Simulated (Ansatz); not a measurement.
## TiTeSe monolayer, Janus: from the cell to its phonons

The cell of TiTeSe monolayer, Janus is at rest. What are its phonons? After the zone centre comes a 4×4×1 q mesh on a 20×20×1 k mesh.

Method: DFT LDA, scalar-relativistic, plane waves, PAW, in Ansatz 0.2.0.

## Step 1: Starting point

The cell holds 3 atoms: 1 Ti, 1 Se and 1 Te. Cell: a = 3.535 Å, b = 3.535 Å, c = 30.000 Å, α = 90.0°, β = 90.0°, γ = 120.0°. Vacuum lies along c.

## Step 2: Zone-centre response

The cell comes from relaxations at this level that are not shown. The zone centre comes first: it holds the modes that light can see, as far as symmetry allows. No field response is asked, since the mesh shows no gap.

File input.yaml:

```yaml
crystal:
  lattice:
    - [3.5348494999, 0.0, 0.0]
    - [-1.7674247499, 3.0612694655, 0.0]
    - [0.0, 0.0, 30.0]
  atoms:
    - { symbol: Ti, position: [0.0, 0.0, 0.3369655942] }
    - { symbol: Se, position: [0.3333333333, 0.6666666667, 0.384153163] }
    - { symbol: Te, position: [0.6666666667, 0.3333333333, 0.2755479094] }
  periodic: [true, true, false]
kpoints:
  mp_grid: { grid: [18, 18, 1] }
hamiltonian:
  xc: lda
scf:
  occupations: { method: methfessel_paxton, width: 0.15 }
output:
  eigenvalues: true
phonons:
  method: dfpt
```

On the command line:

```sh
ansatz run input.yaml --threads 8 --pin off --max-ram 14336MiB --backend cpu --events-out ev --progress --plain --runs-dir out
```

Numbers of over 12 decimals in the logs are rounded to 6 here.

The log of the run:

```text
Engine: ansatz 0.2.0, aarch64-unknown-linux-gnu
Pseudopotentials: kind: paw
Pseudopotential: Ti, paw, valence charge 12, recommended cutoff 420 eV (normal), Ti.paw.azcp
Pseudopotential: Se, paw, valence charge 16, recommended cutoff 420 eV (normal), Se.paw.azcp
Pseudopotential: Te, paw, valence charge 16, recommended cutoff 420 eV (normal), Te.paw.azcp
Functional definition: SPW92
  exchange = slater_x
  correlation = pw_c
Crystal: 3 atoms, lattice volume = 324.634 Å³
Basis set: ecut = 420 eV, 6299 PW (Γ), exchange–correlation on 48×48×432 points (8 copies of the dense FFT grid, shifted against one another)
Bands: 27, of which v1, the nominal top of the filled ones, is band 22 counted from 1 (21 counted from 0)
Symmetry: 6 space group operations
k-points: 91 of 324 (irreducible under 2 space group operations, time reversal used)
Non-local potential: Ti, projectors of the file, l = 0: 3, l = 1: 2, l = 2: 3, l = 3: 1
Non-local potential: Se, projectors of the file, l = 0: 2, l = 1: 2, l = 2: 3, l = 3: 1
Non-local potential: Te, projectors of the file, l = 0: 2, l = 1: 2, l = 2: 2, l = 3: 2
PAW form: soft (Blöchl's): semilocal exchange-correlation on the pseudo side does not see the compensation charge
PAW frozen core: Ti, regenerated for the run's functional, and the local potential with it (the file was generated under x = pbe(κ = 0.804, μ = 0.219515), c = pbe(β = 0.066725))
PAW frozen core: Se, regenerated for the run's functional, and the local potential with it (the file was generated under x = pbe(κ = 0.804, μ = 0.219515), c = pbe(β = 0.066725))
PAW frozen core: Te, regenerated for the run's functional, and the local potential with it (the file was generated under x = pbe(κ = 0.804, μ = 0.219515), c = pbe(β = 0.066725))
PAW one-centre angular grid: Ti, 590 points (default); XC on 64 Gauss nodes
PAW one-centre angular grid: Se, 590 points (default); XC on 64 Gauss nodes
PAW one-centre angular grid: Te, 590 points (default); XC on 64 Gauss nodes
Initial density: superposition of atomic densities (neutral atoms: chi_scale 0, normalization atom), corrected by the library's trained network
Initial wavefunctions: pseudopotential atomic-orbital guess
Functional: x = slater, c = lda
SCF iter   1: F=—  HF=-14663.436603 eV  |F-HF|=—  |Δ(HF+E_count)|=         —  Δρ=3.02e-3  dr2=2.19e-1  ethr=1.77e-3  ⟨swp⟩=12.1  Hψ=15457  notcnv=0
preconditioner: auto → LDOS  [metal: Δε(μ)=0.075 eV  Ē_g=6.955 eV  σ=0.150 eV  W_gap=0.37  n_scr=18 (ndim 8)  ℏωp=8.2 eV  f_vac=0.760  D(μ)=1.39/eV (n_scr^D=8)  β→1.0]
SCF iter   2: F=—  HF=-14663.437069 eV  |F-HF|=—  |Δ(HF+E_count)|=   4.66e-4  S|Δr|=    0.00e0  Δρ=2.95e-3  dr2=2.74e-1  ethr=4.99e-4  ⟨swp⟩=2.5  Hψ=4222  notcnv=0  defer=6
SCF iter   3: F=—  HF=-14663.418086 eV  |F-HF|=—  |Δ(HF+E_count)|=   1.90e-2  S|Δr|=    0.00e0  Δρ=8.29e-4  dr2=1.26e-2  ethr=4.99e-4  ⟨swp⟩=2.5  Hψ=3474  notcnv=0  defer=6
SCF iter   4: F=—  HF=-14663.416716 eV  |F-HF|=—  |Δ(HF+E_count)|=   1.37e-3  S|Δr|=    0.00e0  Δρ=1.38e-4  dr2=1.02e-4  ethr=2.86e-5  ⟨swp⟩=2.9  Hψ=3616  notcnv=0  defer=2
SCF iter   5: F=—  HF=-14663.416768 eV  |F-HF|=—  |Δ(HF+E_count)|=   5.21e-5  S|Δr|=    0.00e0  Δρ=4.41e-5  dr2=5.58e-6  ethr=2.31e-7  ⟨swp⟩=3.4  Hψ=5103  notcnv=0  defer=2
SCF iter   6: F=—  HF=-14663.416769 eV  |F-HF|=—  |Δ(HF+E_count)|=   1.51e-6  S|Δr|=    0.00e0  Δρ=1.77e-5  dr2=9.83e-7  ethr=1.27e-8  ⟨swp⟩=3.3  Hψ=5294  notcnv=0  defer=2
SCF iter   7: F=—  HF=-14663.416826 eV  |F-HF|=—  |Δ(HF+E_count)|=   5.65e-5  S|Δr|=    0.00e0  Δρ=3.10e-6  dr2=4.89e-8  ethr=2.24e-9  ⟨swp⟩=3.5  Hψ=5583  notcnv=0  defer=1
SCF iter   8: F=—  HF=-14663.416826 eV  |F-HF|=—  |Δ(HF+E_count)|=   5.59e-8  S|Δr|=    0.00e0  Δρ=1.16e-6  dr2=4.93e-9  ethr=1.11e-10  ⟨swp⟩=3.0  Hψ=4883  notcnv=0  defer=1
SCF iter   9: F=—  HF=-14663.416826 eV  |F-HF|=—  |Δ(HF+E_count)|=   1.98e-8  S|Δr|=    0.00e0  Δρ=3.33e-7  dr2=2.83e-10  ethr=1.12e-11  ⟨swp⟩=3.9  Hψ=6225  notcnv=0  defer=1
SCF iter  10: F=—  HF=-14663.416826 eV  |F-HF|=—  |Δ(HF+E_count)|=   8.07e-9  S|Δr|=    0.00e0  Δρ=9.22e-8  dr2=2.36e-11  ethr=1.00e-12  ⟨swp⟩=2.7  Hψ=3711  notcnv=0  defer=1
SCF iter  11: F=-14663.416826 eV  HF=-14663.416826 eV  |F-HF|=3.22e-10  |Δ(HF+E_count)|=   1.42e-9  S|Δr|=    0.00e0  Δρ=2.45e-8  dr2=2.19e-12  ethr=1.00e-12  ⟨swp⟩=12.9  Hψ=16234  notcnv=0
SCF 1 converged in 11 iterations: F = -14663.416826 eV  dr2 = 2.19e-12
  greatest PAW one-centre occupation: 1.000 electrons in one spin orbital (limit 2), on the Se atom at site 1 (counted from 0), in its partial waves of l = 2
DFPT response loops at Γ: preconditioner auto → none (partly filled bands, converged f_vac=0.760); β = 0.50; Broyden in place of MSR1
SCF converged after 11 iterations
Stability not checked: this state was not tested for a lower state beside it, because cold or Methfessel-Paxton smearing, or corrected tetrahedra, fill the levels in a way that the test cannot read (fill_not_monotonic; see scf.lower_state_search)
Free energy (F): -14663.416826 eV
Harris-Foulkes:  -14663.416826 eV  (|F-HF|=3.22e-10)
Internal energy: -14663.417163 eV  (E = F + TS)
E sigma→0 (E₀):  -14663.416910 eV
Entropy (-TS):   0.000337 eV (0.112 meV/atom)
Fermi energy:    -5.060382 eV
--- Per-component energies (eV) ---
  E_band       = -1459.352144
  E_kinetic    = 575.835564
  E_local      = -98307.874824  (includes V_loc(G=0)·N_el)
  E_nonlocal   = -882.509616
  E_hartree    = 48911.047384
  E_xc         = -325.693922
  E_vxc        = -327.046009  (∫ρ·V_xc dr)
  E_paw        = -7335.580828  (= ΣΔE_a)
  E_vpaw       = -339.851238  (= ΣTr[D̂ρ^β])
  E_aug_tail   = -0.000708  (compensation charges beyond the density's cutoff)
  E_ewald      = 42698.137813
  E_core_change = 3.221974  (= ΣΔE_core)
  E_smearing   = 0.000337  (= −TS)
  E_closure    = 0.000000  (closes the sum)
  Σ components = -14663.416826   (vs F -14663.416826, Δ=0.00e0)
--- Band table (eV; the first three rows and the last of 91) ---
  k-point 0: bands = [... 18 lower, -7.2781, -7.0224, -4.6707, -4.6707, -4.3328, -3.8344, -3.8344, -1.3034, ... 1 higher]
  k-point 1: bands = [... 18 lower, -7.2726, -6.8223, -4.8655, -4.7866, -4.4303, -3.7899, -3.7447, -1.5705, ... 1 higher]
  k-point 2: bands = [... 18 lower, -7.2602, -6.6048, -5.4754, -5.0250, -4.5228, -3.7296, -3.5884, -2.0731, ... 1 higher]
  k-point 90: bands = [... 18 lower, -8.1850, -7.9439, -7.4791, -6.9503, -4.3246, -3.8893, -3.5213, -2.6896, ... 1 higher]
--- Phonons (Γ-DFPT): 6 representative perturbations + reference, on 91 of 324 k-points (Σ response iterations 31) ---
  k mesh reduced under 2 symmetry operations, with k and −k counted as one. Each operation leaves every solved perturbation unchanged. A smaller set is not used because it would not reduce the number of displacements times k-points to solve
  ASR residual: 4.382e-5 → 0.000e0 eV/Å²; symmetrization residual: 3.492e-5 eV/Å²
  ASR residual per site (eV/Å²): 3.53e-5 4.38e-5 2.54e-5
  Γ frequencies (cm⁻¹): 0.00 0.00 0.00 106.85 106.85 163.77 207.05 207.05 322.43
  non-analytic LO–TO correction: not included (Born effective charges unavailable; polar crystals: no LO–TO splitting at Γ)
```

The job ended after 1.8 min (8 threads of Arm Neoverse V1, shared host; peak memory 2.9 GiB).

Numbers from this step:

- gap on the k-mesh: 0 eV
- sum-rule residual before enforcement: 4.38e-5 eV/Å²
- point group: 3m
- area per atom: 3.607 Å²
- highest optical mode at the zone centre (no LO-TO term): 322.4 cm⁻¹
- lowest optical zone-centre mode: 106.8 cm⁻¹

Patterns of degenerate modes are one choice out of their space. The modes at Γ (shares of kinetic energy by element, %):

| mode | frequency (cm⁻¹) | symmetry | Ti % | Se % | Te % |
| --- | --- | --- | --- | --- | --- |
| 1 | 0.0 | acoustic | 19 | 31 | 50 |
| 2 | 0.0 | acoustic | 19 | 31 | 50 |
| 3 | 0.0 | acoustic | 19 | 31 | 50 |
| 4 | 106.8 | E | 12 | 39 | 49 |
| 5 | 106.8 | E | 12 | 39 | 49 |
| 6 | 163.8 | A1 | 2 | 55 | 43 |
| 7 | 207.1 | E | 69 | 30 | 1 |
| 8 | 207.1 | E | 69 | 30 | 1 |
| 9 | 322.4 | A1 | 80 | 14 | 6 |

Displacements in mode 4 (106.8 cm⁻¹), the largest set to 1:
```
Ti1  0.05 -0.71  0.00
Se2  0.08 -1.00  0.00
Te3 -0.07  0.89  0.00
```

Displacements in mode 9 (322.4 cm⁻¹), the largest set to 1:
```
Ti1  0.00  0.00  1.00
Se2  0.00  0.00 -0.33
Te3  0.00  0.00 -0.17
```

Before it was imposed, the acoustic sum rule was missed by 4.4e-5 eV/Å². Small misses are needed for a sound result but don't prove that mesh and cutoff are converged. The lowest optical mode is real, 107 cm⁻¹.

(Part 1 of 2 ends here.)

[Logs are printed without paths, hosts, clocks, repeated set-up lines and the standing remarks that a program may print on its own settings, such as how far it seeks lower states.]

[Hosts, paths, dates, database ids (printed as entryN), source tags and the programs' standing remarks are cut or masked in the printed files.]
